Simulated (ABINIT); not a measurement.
# Beyond one shot: Ca2H3Br (P-3m1), part 3 of 3

How far does self-consistency move the gap of Ca2H3Br (P-3m1)?

ABINIT 10.8.3; LDA and many-body steps on it, plane waves. Known limits of the many-body steps: not at the basis limit; no spin-orbit coupling; coarse k mesh.

So far. Step 8 (evGW0, cycle 4): Against the cycle before, the gap moves by −0.001 eV. Step 11 (evGW, cycle 1): Against G0W0 in ABINIT (3×3×2 mesh, 74 bands, screening to 106.1 eV, Godby-Needs plasmon pole), the gap moves by +0.558 eV.

## (14) evGW, cycle 2

This step: evGW on LDA, plane waves, norm-conserving pseudopotentials.

Input file run.abi:

```
acell 3*1.0 Angstrom
rprim 
  3.902939985722 0.000000000020 0.000000000000
  -1.951469992878 3.380045177071 0.000000000000
  0.000000000000 0.000000000000 6.853533590000
ntypat 3
znucl 20 1 35
natom 6
typat 1 1 2 2 2 3
xred 
  0.666666666667 0.333333333333 0.185756080000
  0.333333333333 0.666666666667 0.814243920000
  0.666666666667 0.333333333333 0.850475830000
  0.333333333333 0.666666666667 0.149524170000
  0.000000000000 0.000000000000 0.000000000000
  0.000000000000 0.000000000000 0.500000000000
pp_dirpath "pseudos"
pseudos "Ca.upf, H.upf, Br.upf"
ecut 31
ngkpt 3 3 2
nshiftk 1
shiftk 0 0 0
kptopt 1
chksymbreak 0
istwfk *1
occopt 1
irdwfk 1
optdriver 4
nband 74
gwcalctyp 10
ecutsigx 31
symsigma 1
nkptgw 6
kptgw 
  0.0000000000 0.0000000000 0.0000000000
  0.3333333333 0.0000000000 0.0000000000
  0.3333333333 0.3333333333 0.0000000000
  0.0000000000 0.0000000000 0.5000000000
  0.3333333333 0.0000000000 0.5000000000
  0.3333333333 0.3333333333 0.5000000000
bdgw 
  10 21
  10 21
  10 21
  10 21
  10 21
  10 21
ecuteps 3.9
irdscr 1
ppmodel 1
irdqps 1
indata_prefix "in"
outdata_prefix "out"
tmpdata_prefix "tmp"
```

Run with:

```sh
> OMP_NUM_THREADS=1 mpirun -n 8 abinit run.abi > log
```

Numbers of over 12 decimals in the logs are rounded to 6 here.

Output:

```text
.Version 10.8.3 of ABINIT. v10.8.2 released Aug 2026.

 Symmetries : space group P-3 m 1 (#164); Bravais hP (primitive hexag.)
[... echo of the input left out ...]
== DATASET  1 ==================================================================
-   mpi_nproc: 8, omp_nthreads: 1 (-1 if OMP is not activated)

--- !DatasetInfo
iteration_state: {dtset: 1, }
dimensions: {natom: 6, nkpt: 6, mband: 74, nsppol: 1, nspinor: 1, nspden: 1, mpw: 5073, }
cutoff_energies: {ecut:  31.0, pawecutdg:  -1.0, }
[...]
.  kptgw no:  4; Maximum DeltaE = (   0.016  -0.000) for band index:  4
.  kptgw no:  5; Maximum DeltaE = (  -0.021   0.000) for band index:  2
.  kptgw no:  6; Maximum DeltaE = (  -0.010   0.002) for band index:  3

== END DATASET(S) ==============================================================
================================================================================

 -outvars: echo values of variables after computation  --------
           etotal      0.0000000000E+00
            nband          74
             nkpt           6
          spgroup         164
 [... the other variables as echoed above ...]

 Calculation completed.
```

It took 26 s on 8 MPI ranks of Arm Neoverse V1, shared host; peak memory 2 GiB; 3.5 min of CPU time.

Numbers from this step:

```yaml
quasiparticle_gap_on_the_mesh: 3.682 eV
gap_of_the_density_functional_on_the_mesh: 1.394 eV
k_of_the_valence_top: 0, 0, 0.5
k_of_the_conduction_bottom: 0, 0, 0.5
least_direct_quasiparticle_gap_on_the_computed_points: 3.682 eV
```

Against the cycle before, the gap moves by +0.034 eV.

## (15) Screening, 3×3×2 mesh, 74 bands, screening to 106.1 eV

This step: RPA screening on LDA, plane waves, norm-conserving pseudopotentials.

run.abi, as its differences from that of step 14:

```diff
@@ -27,26 +27,13 @@
 irdwfk 1
-optdriver 4
+optdriver 3
 nband 74
+ecuteps 3.9
+inclvkb 2
+awtr 1
+symchi 1
 gwcalctyp 10
-ecutsigx 31
-symsigma 1
-nkptgw 6
-kptgw 
-  0.0000000000 0.0000000000 0.0000000000
-  0.3333333333 0.0000000000 0.0000000000
-  0.3333333333 0.3333333333 0.0000000000
-  0.0000000000 0.0000000000 0.5000000000
-  0.3333333333 0.0000000000 0.5000000000
-  0.3333333333 0.3333333333 0.5000000000
-bdgw 
-  10 21
-  10 21
-  10 21
-  10 21
-  10 21
-  10 21
-ecuteps 3.9
-irdscr 1
-ppmodel 1
-irdqps 1
+mbpt_sciss 2.609 eV
+nqptdm 1
+qptdm 
+  0 0 0
 indata_prefix "in"
```

Output:

```text
.Version 10.8.3 of ABINIT. v10.8.2 released Aug 2026.

 Symmetries : space group P-3 m 1 (#164); Bravais hP (primitive hexag.)
[... echo of the input left out ...]
== DATASET  1 ==================================================================
-   mpi_nproc: 8, omp_nthreads: 1 (-1 if OMP is not activated)

--- !DatasetInfo
iteration_state: {dtset: 1, }
dimensions: {natom: 6, nkpt: 6, mband: 74, nsppol: 1, nspinor: 1, nspden: 1, mpw: 5073, }
cutoff_energies: {ecut:  31.0, pawecutdg:  -1.0, }
[...]
[... chi0 elements left out ...]
 For q-point:  0.000010 0.000020 0.000030
  dielectric constant =   4.9439
  dielectric constant without local fields =   5.3763

  Average fulfillment of the sum rule on Im[epsilon] for q-point    1 :     69.72  [%]
[... wings left out ...]
== END DATASET(S) ==============================================================
================================================================================

 -outvars: echo values of variables after computation  --------
           etotal      0.0000000000E+00
            nband          74
             nkpt           6
          spgroup         164
 [... the other variables as echoed above ...]

 Calculation completed.
```

The job ended after 5.6 s (8 MPI ranks; peak memory 1 GiB).

This step gave:

```yaml
eps_infinity_with_local_fields_on_this_mesh_along_the_program_s_q_direction: 4.944
the_same_without_local_fields: 5.376
plasma_frequency: 21.39 eV
plane_waves_in_the_screening_matrix: 245
```

This screening uses the functional's bands under a rigid shift, the mean opening of the cycle before.

## (16) Screening, 3×3×2 mesh, 74 bands, screening to 106.1 eV

This step: RPA screening on LDA from quasiparticle energies, plane waves, norm-conserving pseudopotentials.

run.abi, as its differences from that of step 15:

```diff
@@ -33,7 +33,11 @@
 symchi 1
+irdqps 1
 gwcalctyp 10
-mbpt_sciss 2.609 eV
-nqptdm 1
+nqptdm 5
 qptdm 
-  0 0 0
+  0.3333333333 0.0000000000 0.0000000000
+  0.3333333333 0.3333333333 0.0000000000
+  0.0000000000 0.0000000000 0.5000000000
+  0.3333333333 0.0000000000 0.5000000000
+  0.3333333333 0.3333333333 0.5000000000
 indata_prefix "in"
```

Input file mrgscr.stdin:

```
2
merged
q0_SCR
out_SCR
1
```

Run with:

```sh
> OMP_NUM_THREADS=1 mpirun -n 8 abinit run.abi > log; mrgscr < mrgscr.stdin
```

Output:

```text
.Version 10.8.3 of ABINIT. v10.8.2 released Aug 2026.

 Symmetries : space group P-3 m 1 (#164); Bravais hP (primitive hexag.)
[... echo of the input left out ...]
== DATASET  1 ==================================================================
-   mpi_nproc: 8, omp_nthreads: 1 (-1 if OMP is not activated)

--- !DatasetInfo
iteration_state: {dtset: 1, }
dimensions: {natom: 6, nkpt: 6, mband: 74, nsppol: 1, nspinor: 1, nspden: 1, mpw: 5073, }
cutoff_energies: {ecut:  31.0, pawecutdg:  -1.0, }
[...]
q-point number  1        q = ( 0.333333, 0.000000, 0.000000) [r.l.u.]
--------------------------------------------------------------------------------
[... chi0 elements left out ...]
  Average fulfillment of the sum rule on Im[epsilon] for q-point    2 :     72.05  [%]

--------------------------------------------------------------------------------
  q-point number  2        q = ( 0.333333, 0.333333, 0.000000) [r.l.u.]
--------------------------------------------------------------------------------
[... chi0 elements left out ...]
  Average fulfillment of the sum rule on Im[epsilon] for q-point    3 :     67.60  [%]

 [... 3 further q-points ...]
```

It took 7 s on 8 MPI ranks; peak memory 1 GiB.

Numbers from this step:

```yaml
plasma_frequency: 21.39 eV
plane_waves_in_the_screening_matrix: 245
```

This screening reads the quasiparticle levels of the cycle before.

## (17) evGW, cycle 3

This step: evGW on LDA, plane waves, norm-conserving pseudopotentials.

run.abi, as its differences from that of step 16:

```diff
@@ -27,12 +27,10 @@
 irdwfk 1
-optdriver 3
+optdriver 4
 nband 74
-ecuteps 3.9
-inclvkb 2
-awtr 1
-symchi 1
-irdqps 1
 gwcalctyp 10
-nqptdm 5
-qptdm 
+ecutsigx 31
+symsigma 1
+nkptgw 6
+kptgw 
+  0.0000000000 0.0000000000 0.0000000000
   0.3333333333 0.0000000000 0.0000000000
@@ -42,2 +40,13 @@
   0.3333333333 0.3333333333 0.5000000000
+bdgw 
+  10 21
+  10 21
+  10 21
+  10 21
+  10 21
+  10 21
+ecuteps 3.9
+irdscr 1
+ppmodel 1
+irdqps 1
 indata_prefix "in"
```

Run with:

```sh
> OMP_NUM_THREADS=1 mpirun -n 8 abinit run.abi > log
```

Output:

```text
.Version 10.8.3 of ABINIT. v10.8.2 released Aug 2026.

 Symmetries : space group P-3 m 1 (#164); Bravais hP (primitive hexag.)
[... echo of the input left out ...]
== DATASET  1 ==================================================================
-   mpi_nproc: 8, omp_nthreads: 1 (-1 if OMP is not activated)

--- !DatasetInfo
iteration_state: {dtset: 1, }
dimensions: {natom: 6, nkpt: 6, mband: 74, nsppol: 1, nspinor: 1, nspden: 1, mpw: 5073, }
cutoff_energies: {ecut:  31.0, pawecutdg:  -1.0, }
[...]
.  kptgw no:  4; Maximum DeltaE = (  -0.001  -0.000) for band index:  1
.  kptgw no:  5; Maximum DeltaE = (  -0.001   0.000) for band index: 12
.  kptgw no:  6; Maximum DeltaE = (  -0.002  -0.000) for band index: 10

== END DATASET(S) ==============================================================
================================================================================

 -outvars: echo values of variables after computation  --------
           etotal      0.0000000000E+00
            nband          74
             nkpt           6
          spgroup         164
 [... the other variables as echoed above ...]

 Calculation completed.
```

Wall time 27 s (8 MPI ranks); peak memory 2 GiB; 3.5 min of CPU time.

This step gave:

```yaml
quasiparticle_gap_on_the_mesh: 3.684 eV
gap_of_the_density_functional_on_the_mesh: 1.394 eV
k_of_the_valence_top: 0, 0, 0.5
k_of_the_conduction_bottom: 0, 0, 0.5
least_direct_quasiparticle_gap_on_the_computed_points: 3.684 eV
```

Against the cycle before, the gap moves by +0.002 eV.

## (18) The runs together

Times are wall times on 8 MPI ranks of Arm Neoverse V1, shared host, good to a factor of about two. A run's time includes the screening step that it read.

```csv
run,mesh,bands,screening cutoff (eV),DFT gap (eV),gap on the mesh (eV),direct (eV),ε∞ used,time
G0W0,3×3×2,74,106.1,1.394,3.090,3.090,7.96,16 s
"evGW0, cycle 1",3×3×2,74,106.1,1.394,3.449,3.449,7.96,36 s
"evGW0, cycle 2",3×3×2,74,106.1,1.394,3.281,3.281,7.96,36 s
"evGW0, cycle 3",3×3×2,74,106.1,1.394,3.294,3.294,7.96,35 s
"evGW0, cycle 4",3×3×2,74,106.1,1.394,3.293,3.293,7.96,35 s
"evGW, cycle 1",3×3×2,74,106.1,1.394,3.648,3.648,5.22,38 s
"evGW, cycle 2",3×3×2,74,106.1,1.394,3.682,3.682,4.96,39 s
"evGW, cycle 3",3×3×2,74,106.1,1.394,3.684,3.684,4.94,39 s
```

## (19) Outcome

| Quantity | Value |
| --- | --- |
| G0W0 | 3.090 eV |
| evGW0, cycle 1 | 3.449 eV |
| evGW0, cycle 2 | 3.281 eV |
| evGW0, cycle 3 | 3.294 eV |
| evGW0, cycle 4 | 3.293 eV |
| evGW, cycle 1 | 3.648 eV |
| evGW, cycle 2 | 3.682 eV |
| evGW, cycle 3 | 3.684 eV |
| known limits | not at the basis limit; no spin-orbit coupling; coarse k mesh |

Only the bands that the input lists are updated; the others, empty or deep, keep the functional's energies or take a rigid shift. The evGW loop starts from the last levels of evGW0, so its cycles and time come on top of those. evGW0 ends at 3.29 eV, +0.20 eV from G0W0, after 4 cycles that took 1.7 min beside the first screening; the last moved the gap by 0.001 eV. evGW ends at 3.68 eV, +0.59 eV from G0W0, after 3 cycles that took 1.9 min beside the first screening; the last moved the gap by 0.002 eV. The first cycle of evGW0 takes the full correction, without the factor Z, so it overshoots the one-shot value. Bands and cutoff are finite, so the gap is not at the basis limit. The miss can reach some tenths of an eV and take either sign; the mesh is an error of its own. A denser mesh or path gives a starting gap of 1.23 eV: the GW mesh misses a band edge, so its gaps are not the fundamental one. The 3×3×2 mesh is coarse for this cell, which bears on the long-range parts of exchange and screening. In the updated screening the q = 0 part is built from Kohn-Sham bands under a rigid shift, the other q from the quasiparticle levels. The many-body steps are scalar-relativistic: spin-orbit coupling is not in them.

[Paths, hosts, dates, memory and timing lines, banners, echoed tables and standing remarks are left out of the program output.]

[Logs are printed without paths, hosts, clocks, repeated set-up lines and the standing remarks that a program may print on its own settings, such as how far it seeks lower states.]

[Runs of the session that timed out or met a known fault of the program may be left out.]

[Hosts, paths, dates, database ids (printed as entryN), source tags and the programs' standing remarks are cut or masked in the printed files.]

[G0W0 gaps are taken among the corrected bands and points alone; a level outside them can change the order at an edge.]

[Where Ansatz stands beside ABINIT at settings called matched, ABINIT's density can come from a denser mesh and the files from another edition; pairs whose starting gaps differed by over 0.03 eV were left out, so agreement reads better than it is.]
